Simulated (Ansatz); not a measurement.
# ScHg (Pm-3m): phonons along a line and the smearing

Does ScHg (Pm-3m) have a Kohn anomaly or a soft branch that a wide smearing hides?

Method: DFT PBEsol, scalar-relativistic, plane waves, PAW, in Ansatz 0.2.0.

## Step 1: The starting structure

Symmetry: Pm-3m, No. 221, cubic system. The conventional cell has a = 3.480 Å, b = 3.480 Å, c = 3.480 Å, α = 90.00°, β = 90.00°, γ = 90.00°. Nearest to Sc lie 8 Hg at 3.01 Å. Nearest to Hg lie 8 Sc at 3.01 Å. Farther neighbours are not listed.

## Step 2: Relaxation

The structure is brought to rest under this functional.

The input, input.yaml:

```yaml
crystal:
  lattice:
    - [3.48, 0.0, 0.0]
    - [0.0, 3.48, 0.0]
    - [0.0, 0.0, 3.48]
  atoms:
    - { symbol: Sc, position: [0.5, 0.5, 0.5] }
    - { symbol: Hg, position: [0.0, 0.0, 0.0] }
kpoints:
  mp_grid: { grid: [8, 8, 8] }
hamiltonian:
  xc: pbesol
scf:
  occupations: { method: gaussian, width: 0.1 }
output:
  forces: true
  stress: true
  eigenvalues: true
  write_density: true
  write_potential: true
  elf: true
  volumetric_format: npy
relax:
  adjacent_minimum: "off"
  f_tol: 0.005
  max_steps: 80
  cell: { stress_tol: 0.05 }
```

Run with:

```sh
> ansatz run input.yaml --threads 4 --pin off --max-ram 8192MiB --backend cpu --events-out ev --progress --plain --runs-dir out
```

Numbers of over 12 decimals in the logs are rounded to 6 here.

The log of the run:

```text
[the first part of the log is left out]
  E_xc         = -324.461328
  E_vxc        = -393.161037  (∫ρ·V_xc dr)
  E_paw        = -10730.391562  (= ΣΔE_a)
  E_vpaw       = -556.246428  (= ΣTr[D̂ρ^β])
  E_aug_tail   = 0.000903  (compensation charges beyond the density's cutoff)
  E_ewald      = -3801.060223
  E_core_change = 0.457676  (= ΣΔE_core)
  E_smearing   = -0.011523  (= −TS)
  E_closure    = -0.000000  (closes the sum)
  Σ components = -15780.471122   (vs F -15780.471122, Δ=0.00e0)
--- Forces (eV/Å), atoms counted from 1 ---
  atom   1  Sc     0.00000000     0.00000000     0.00000000
  atom   2  Hg     0.00000000     0.00000000    -0.00000000
  max |Σ_I F_I| component: 4.73e-30 eV/Å
--- Stress (GPa, compression-positive) ---
       -0.014347      -0.000000      -0.000000
       -0.000000      -0.014347      -0.000000
       -0.000000      -0.000000      -0.014347
  P = ⅓ Tr σ = -0.0143 GPa (-0.143 kbar)
--- Band table (eV; the first three rows and the last of 35) ---
  k-point 0: bands = ["-100.9294", "-49.2797", "-49.2797", "-49.2797", "-35.2147", "-13.8736", "-13.8736", "-13.8736", "5.9650", "6.6051", "6.6051", "7.4747", "7.4747", "7.4747", "14.9696", "14.9696", "17.1506", "17.1506", "17.1506", "19.5829"]
  k-point 1: bands = ["-100.9294", "-49.2807", "-49.2796", "-49.2796", "-35.2132", "-13.8933", "-13.8724", "-13.8724", "6.1840", "6.6335", "6.7139", "7.4407", "7.4407", "7.4869", "14.8611", "14.9159", "16.7186", "16.7186", "17.1157", "18.5324"]
  k-point 2: bands = ["-100.9294", "-49.2830", "-49.2795", "-49.2795", "-35.2095", "-13.9403", "-13.8694", "-13.8694", "6.5922", "6.7036", "7.2363", "7.3603", "7.3603", "7.5168", "13.9850", "14.7837", "16.0554", "16.0554", "17.0316", "17.5501"]
  k-point 34: bands = ["-100.9292", "-49.2853", "-49.2853", "-49.2853", "-35.1858", "-13.9738", "-13.9738", "-13.9738", "6.8425", "6.8425", "6.8425", "8.0045", "8.0045", "12.8265", "12.8265", "12.8265", "13.8047", "17.6989", "17.6989", "20.1439"]
--- Relaxed structure (3 steps of the walk, 3 accepted, 1 SCFs on fresh bases) ---
  F+E_penalty+E_count = -15780.47112233 eV   max|allowed force component| = 1.972e-30 eV/Å   (the final SCF, on the basis selected at the relaxed cell)
  cell:  # Å, volume = 41.7230 Å³
    - [3.468369, 0, 0]
    - [0, 3.468369, 0]
    - [0, 0, 3.468369]
  atoms:
    - { symbol: Sc, position: [0.5, 0.5, 0.5] }
    - { symbol: Hg, position: [0, 0, 0] }
```

It took 1.8 s on 4 threads of Arm Neoverse V2, shared host; peak memory 0.35 GiB.

The steps of the relaxation:

```csv
step,energy less that of the first step (eV),largest force component (eV/Å),pressure (GPa),volume (Å³)
1,0.0000,0.0000,-0.88,42.14
2,-0.0004,0.0000,0.83,41.33
3,-0.0013,0.0000,-0.01,41.72
4,-0.0012,0.0000,-0.01,41.72
```

The log counts 1 steps on a newly chosen plane-wave basis, not all of them marked here; energy and pressure can jump at such steps.

```csv
"conventional cell, symmetrised",before,after,change
a (Å),3.480,3.468,-0.3 %
b (Å),3.480,3.468,-0.3 %
c (Å),3.480,3.468,-0.3 %
volume (Å³/atom),21.07,20.86,-1.0 %
```

The relaxed structure:

```cif
data_structure
_symmetry_space_group_name_H-M 'P 1'
_symmetry_Int_Tables_number 1
_cell_length_a 3.4684
_cell_length_b 3.4684
_cell_length_c 3.4684
_cell_angle_alpha 90.000
_cell_angle_beta 90.000
_cell_angle_gamma 90.000
_cell_volume 41.72
loop_
_atom_site_label
_atom_site_type_symbol
_atom_site_fract_x
_atom_site_fract_y
_atom_site_fract_z
_atom_site_occupancy
Sc1 Sc 0.50000 0.50000 0.50000 1
Hg2 Hg 0.00000 0.00000 0.00000 1
```

This step gave:

| Item | Value |
| --- | --- |
| pressure | -0.01435 GPa |
| volume per atom | 20.86 Å³ |
| metallic on mesh | yes |
| gap on the k-mesh | 0 eV |

Valence density in the ac plane at fractional y = 0.000, with atoms of Hg within 0.2 Å of it. It is the smooth field of the valence electrons, not physical close to the nuclei.

Ten even steps from '0' (0 e/Å³) to '9' (17 e/Å³), each cell a mean:
```
86310000000147
54200000000124
21000000000011
00000000000000
00000000000000
00000000000000
00000000000000
00000000000000
00000000000000
00000000000000
11000000000001
43200000000023
76310000000146
97410000000258
```
Columns run along a (3.5 Å), rows up along c (3.5 Å). Atoms in or near the plane, at fractional coordinates: Hg at (0.00, 0.00).

Electrostatic potential energy in the ac plane at fractional y = 0.000, with atoms of Hg within 0.2 Å of it. With pseudopotentials it is smooth inside the atoms' cores, unlike the true potential.

Ten even steps from '0' (-33 eV) to '9' (17 eV), each cell a mean:
```
00037999996200
00158999997410
12479999998642
66789999999876
99999999999999
99999999999999
99999999999999
99999999999999
99999999999999
77899999999987
23579999998753
00158999997410
00037999996200
00027999996100
```
Columns run along a (3.5 Å; values clipped at the 3rd and 97th percentile), rows up along c (3.5 Å). Atoms in or near the plane, at fractional coordinates: Hg at (0.00, 0.00).

ELF in the ac plane at fractional y = 0.000, with atoms of Hg within 0.2 Å of it. It is the smooth field of the valence electrons, not physical close to the nuclei.

Values, 14 rows by 14 columns, each cell a mean:
```
0.68 0.60 0.51 0.43 0.33 0.28 0.28 0.27 0.28 0.29 0.35 0.46 0.53 0.62
0.55 0.52 0.46 0.39 0.32 0.30 0.30 0.30 0.30 0.30 0.33 0.41 0.47 0.53
0.47 0.45 0.40 0.34 0.32 0.33 0.32 0.32 0.33 0.33 0.32 0.35 0.41 0.46
0.36 0.35 0.32 0.32 0.35 0.35 0.33 0.32 0.33 0.35 0.34 0.32 0.33 0.35
0.28 0.29 0.31 0.34 0.35 0.33 0.29 0.27 0.30 0.34 0.35 0.33 0.30 0.29
0.27 0.28 0.31 0.33 0.33 0.29 0.23 0.21 0.24 0.30 0.33 0.33 0.30 0.28
0.26 0.28 0.30 0.32 0.31 0.26 0.20 0.18 0.21 0.27 0.32 0.32 0.30 0.27
0.27 0.28 0.30 0.33 0.32 0.28 0.22 0.20 0.23 0.29 0.33 0.32 0.30 0.28
0.28 0.29 0.31 0.34 0.35 0.32 0.28 0.26 0.29 0.33 0.35 0.33 0.30 0.28
0.34 0.33 0.31 0.33 0.35 0.35 0.32 0.31 0.33 0.35 0.35 0.32 0.32 0.33
0.45 0.42 0.38 0.33 0.33 0.34 0.33 0.32 0.33 0.34 0.32 0.34 0.39 0.43
0.54 0.51 0.45 0.38 0.31 0.31 0.30 0.30 0.31 0.31 0.32 0.40 0.46 0.51
0.65 0.58 0.51 0.42 0.33 0.29 0.28 0.28 0.28 0.29 0.35 0.45 0.52 0.60
0.76 0.65 0.54 0.45 0.34 0.28 0.27 0.26 0.27 0.28 0.36 0.47 0.55 0.68
```
Columns run along a (3.5 Å), rows up along c (3.5 Å). Atoms in or near the plane, at fractional coordinates: Hg at (0.00, 0.00).

The largest force is now zero by symmetry and the largest stress component 0.014 GPa, small enough for phonons.

## Step 3: Phonons along a line: Fermi–Dirac smearing of 0.1 eV

The smearing blurs the Fermi surface that screens the phonons; a Fermi–Dirac width is an electronic temperature.

The input, input.yaml:

```yaml
crystal:
  lattice:
    - [3.4683688511, 0.0, 0.0]
    - [0.0, 3.4683688511, 0.0]
    - [0.0, 0.0, 3.4683688511]
  atoms:
    - { symbol: Sc, position: [0.5, 0.5, 0.5] }
    - { symbol: Hg, position: [0.0, 0.0, 0.0] }
kpoints:
  mp_grid: { grid: [16, 16, 16] }
hamiltonian:
  xc: pbesol
scf:
  occupations: { method: fermi_dirac, width: 0.1 }
output:
  eigenvalues: true
phonons:
  method: dfpt
  qpoints:
    - [0, 0, 0]
    - [0.0, 0.0625, 0.0]
    - [0.0, 0.1875, 0.0]
    - [0.0, 0.3125, 0.0]
    - [0.0, 0.4375, 0.0]
```

The log of the run:

```text
[...]
Crystal: 2 atoms, lattice volume = 41.723 Å³
Basis set: ecut = 420 eV, 799 PW (Γ), exchange–correlation on 48×48×48 points (8 copies of the dense FFT grid, shifted against one another)
Bands: 20, of which v1, the nominal top of the filled ones, is band 16 counted from 1 (15 counted from 0)
Symmetry: 48 space group operations
k-points: 165 of 4096
[...]
SCF iter   1: F=—  HF=-15780.504080 eV  |F-HF|=—  |Δ(HF+E_count)|=         —  Δρ=4.59e-3  dr2=7.42e-3  ethr=1.77e-3  ⟨swp⟩=4.0  Hψ=12467  notcnv=0
[...]
SCF iter   9: F=-15780.502807 eV  HF=-15780.502807 eV  |F-HF|=7.28e-12  |Δ(HF+E_count)|=  1.27e-11  Δρ=5.74e-8  dr2=1.06e-12  ethr=1.00e-12  ⟨swp⟩=5.0  Hψ=12815  notcnv=0
the search or the solves at the SCF's close seem to have found levels that the self-consistency loop had missed (the run counts 1). By its estimate they hold under 1e-12 electrons; where the run keeps them, the occupations were computed again with them
SCF 1 converged in 9 iterations: F = -15780.502807 eV  dr2 = 1.06e-12
[...]
NSCF: frozen V_eff on 165 k-points
[...]
DFPT response loops at q = (0, 0, 0) (fractional): preconditioner auto → Kerker (q_TF=auto, 2.597 Å⁻¹) (partly filled bands, converged f_vac=0.000); β = 1.00, the filter's whole step (`scf.mixing.beta` (0.50) is not read by the response loops under this deck's `scf.mixing.preconditioner`; to damp them name `kerker` or `kerker_dos`, under which they read `scf.mixing.beta`, and type it under 1.00, their step now; both keys bind the ground state too); Broyden in place of MSR1
[...]
SCF converged after 9 iterations
Free energy (F): -15780.502807 eV
[...]
Internal energy: -15780.433973 eV  (E = F + TS)
E sigma→0 (E₀):  -15780.468390 eV
Entropy (-TS):   -0.068834 eV (-34.417 meV/atom)
Fermi energy:    14.630407 eV
[...]
--- Band table (eV; the first three rows and the last of 165) ---
  k-point 0: bands = [... 12 lower, 7.4618, 7.4618, 14.9870, 14.9870, 17.1777, 17.1777, 17.1777, 19.5819]
  k-point 1: bands = [... 12 lower, 7.4530, 7.4650, 14.9690, 14.9731, 17.0453, 17.0453, 17.1686, 19.2464]
  k-point 2: bands = [... 12 lower, 7.4279, 7.4740, 14.8761, 14.9334, 16.7420, 16.7420, 17.1428, 18.5352]
  k-point 164: bands = [... 12 lower, 7.9903, 12.8339, 12.8339, 12.8339, 13.7949, 17.7276, 17.7276, 20.1469]
--- Phonons (Γ-DFPT): 2 representative perturbations + reference (Σ response iterations 6) ---
  ASR residual: 1.621e-3 → 0.000e0 eV/Å²; symmetrization residual: 4.997e-6 eV/Å²
  ASR residual per site (eV/Å²): 1.62e-3 8.08e-5
  Γ frequencies (cm⁻¹): 0.00 0.00 0.00 145.03 145.03 145.03
  non-analytic LO–TO correction: not included (Born effective charges unavailable; polar crystals: no LO–TO splitting at Γ)
--- Phonons (arbitrary-q DFPT): 5 explicit q-points ---
  q = [0, 0, 0] (of the zone-centre solve; hermiticity 3.52e-6, symmetrization 3.65e-12): -0.00 0.00 0.00 145.03 145.03 145.03
  q = [0, 0.0625, 0] (4 solved perturbations in 4032 linear systems a pass and spin channel, the states on 1296 of 4096 k-point pairs; hermiticity 3.20e-6, symmetrization 5.38e-11): 13.95 13.95 19.65 145.46 145.46 147.53
[...]
sum rule: each row above includes the acoustic sum rule's correction from the zone centre's row sums; it moved no ω² by more than (3.13 cm⁻¹)²
```

Elapsed: 4.3 min, on 4 threads; peak memory 2.6 GiB; 17 min of CPU time.

Each wavevector solved by linear response. Table of frequency by |q| along the line:

```csv
|q| along the line (Å⁻¹),mode 1 = mode 2 (cm⁻¹),mode 3 (cm⁻¹),mode 4 = mode 5 (cm⁻¹),mode 6 (cm⁻¹)
0.000,0,0,145,145
0.113,13.9,19.6,145,148
0.340,37.6,51.6,148,167
0.566,52.7,69.0,154,195
0.793,59.6,72.2,159,211
```

## Step 4: Phonons along a line: Fermi–Dirac smearing of 0.25 eV

Each wavevector is solved by itself, so no interpolation smooths a dip of the branch.

input.yaml: that of step 3 with these lines changed.

```diff
@@ -13,3 +13,3 @@
 scf:
-  occupations: { method: fermi_dirac, width: 0.1 }
+  occupations: { method: fermi_dirac, width: 0.25 }
 output:
```

Wider smearing eases the sum over k-points of a metal but moves the result away from its zero-temperature value.

The log of the run:

```text
band count auto-derived: 21 (N_el = 31.0; filled up to band 16; 20 by the electrons, moments and atoms)
[...]
Crystal: 2 atoms, lattice volume = 41.723 Å³
Basis set: ecut = 420 eV, 799 PW (Γ), exchange–correlation on 48×48×48 points (8 copies of the dense FFT grid, shifted against one another)
Bands: 21, of which v1, the nominal top of the filled ones, is band 16 counted from 1 (15 counted from 0)
Symmetry: 48 space group operations
k-points: 165 of 4096
[...]
SCF iter   1: F=—  HF=-15780.661227 eV  |F-HF|=—  |Δ(HF+E_count)|=         —  Δρ=5.39e-3  dr2=9.95e-3  ethr=1.77e-3  ⟨swp⟩=4.5  Hψ=12416  notcnv=0
[...]
SCF iter   9: F=-15780.660608 eV  HF=-15780.660608 eV  |F-HF|=0.00e0  |Δ(HF+E_count)|=    0.00e0  Δρ=4.93e-8  dr2=9.54e-13  ethr=1.00e-12  ⟨swp⟩=4.7  Hψ=12407  notcnv=0
SCF 1 converged in 9 iterations: F = -15780.660608 eV  dr2 = 9.54e-13
[...]
WARN: eigensolver did not converge (k=7): 1 band(s) unlocked after 20 sweeps at ethr=1.01e-12 eV (storage-precision floor; scheduled 1.00e-12 eV) (lowest unlocked band 20, counted from 0; max residual 3.87e-6 eV among the unlocked bands, 3.87e-6 eV over every band; other slots of this pass that fall short are told together in one closing line; warning suppressed until the next SCF loop or pass starts)
WARN: eigensolver did not converge in 2 slots of this pass, the one above among them; of largest residual over every band (k=8): 1 band(s) unlocked (lowest unlocked band 20, counted from 0; max residual 1.85e-2 eV among the unlocked bands, 1.85e-2 eV over every band); of lowest unlocked band (k=7): band 20
[...]
SCF converged after 9 iterations
Free energy (F): -15780.660608 eV
[...]
Internal energy: -15780.306030 eV  (E = F + TS)
E sigma→0 (E₀):  -15780.483319 eV
Entropy (-TS):   -0.354578 eV (-177.289 meV/atom)
Fermi energy:    14.609461 eV
[...]
--- Band table (eV; the first three rows and the last of 165) ---
  k-point 0: bands = [... 12 lower, 7.4301, 7.4301, 15.0455, 15.0455, 17.2673, 17.2673, 17.2673, 19.5792, ... 1 higher]
  k-point 1: bands = [... 12 lower, 7.4212, 7.4332, 15.0259, 15.0318, 17.1299, 17.1299, 17.2582, 19.2470, ... 1 higher]
  k-point 2: bands = [... 12 lower, 7.3962, 7.4421, 14.9266, 14.9922, 16.8187, 16.8187, 17.2323, 18.5454, ... 1 higher]
  k-point 164: bands = [... 12 lower, 7.9548, 12.8582, 12.8582, 12.8582, 13.7669, 17.8229, 17.8229, 20.1578, ... 1 higher]
[...]
ASR residual: 2.701e-3 → 0.000e0 eV/Å²; symmetrization residual: 4.995e-6 eV/Å²
  ASR residual per site (eV/Å²): 2.70e-3 1.70e-4
  Γ frequencies (cm⁻¹): 0.00 0.00 0.00 147.28 147.28 147.28
[...]
--- Phonons (arbitrary-q DFPT): 5 explicit q-points ---
[...]
```

Run time: 4.6 min. Hardware: 4 threads; peak memory 2.7 GiB.

Each wavevector solved by linear response. The frequency by |q| along the line:

```csv
|q| along the line (Å⁻¹),mode 1 = mode 2 (cm⁻¹),mode 3 (cm⁻¹),mode 4 = mode 5 (cm⁻¹),mode 6 (cm⁻¹)
0.000,0,0,147,147
0.113,14.0,19.3,148,150
0.340,38.3,51.0,151,168
0.566,54,69.3,157,192
0.793,61.1,75.3,162,208
```

Against step 3 (now smearing width 0.25 eV), the free energy moves by -78.9 meV an atom.

(Continued in part 2 of 2.)

[Logs are printed without paths, hosts, clocks, repeated set-up lines and the standing remarks that a program may print on its own settings, such as how far it seeks lower states.]

[Hosts, paths, dates, database ids (printed as entryN), source tags and the programs' standing remarks are cut or masked in the printed files.]
